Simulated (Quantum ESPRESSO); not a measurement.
# Gap and tunnelling decay at a withheld lattice constant: SiC, zinc blende or diamond type

**Set-up.** Quantum ESPRESSO 7.5 (pw.x, pwcond.x with ikind = 0), PBE, GBRV ultrasoft, cubic crystals. κ is the slowest decay along [001] at mid-gap among three points across the current.

```
a (Å)  gap on the mesh (eV)  κ (1/Å)
4.117                 1.195    0.174
4.249                 1.296    0.183
4.511                 1.454    0.199
4.643                 1.513    0.205
```

**Question.** What are gap and κ at a = 4.380 Å?

**Fit.** A line through the rows at 4.249 and 4.511 Å gives a gap of 1.296 + 0.500 × (1.454 − 1.296) = 1.38 eV and κ = 0.191 1/Å. The two-band model κ = 0.5123 √(m* E_g/4) needs m* = 0.394 at 4.249 Å; with that mass and the new gap, κ = 0.188 1/Å.

What the calculation gave: The gap is 1.382 eV and κ = 0.192 1/Å. The line misses the gap by −0.007 eV and κ by −0.5 %; the two-band estimate misses κ by −1.8 %.

Caveats: The structure type is imposed. Local and semilocal gaps and decay constants are too small; no spin-orbit coupling. For an indirect gap m* is a fitting number alone.

[Logs are printed without paths, hosts, clocks, repeated set-up lines and the standing remarks that a program may print on its own settings, such as how far it seeks lower states.]
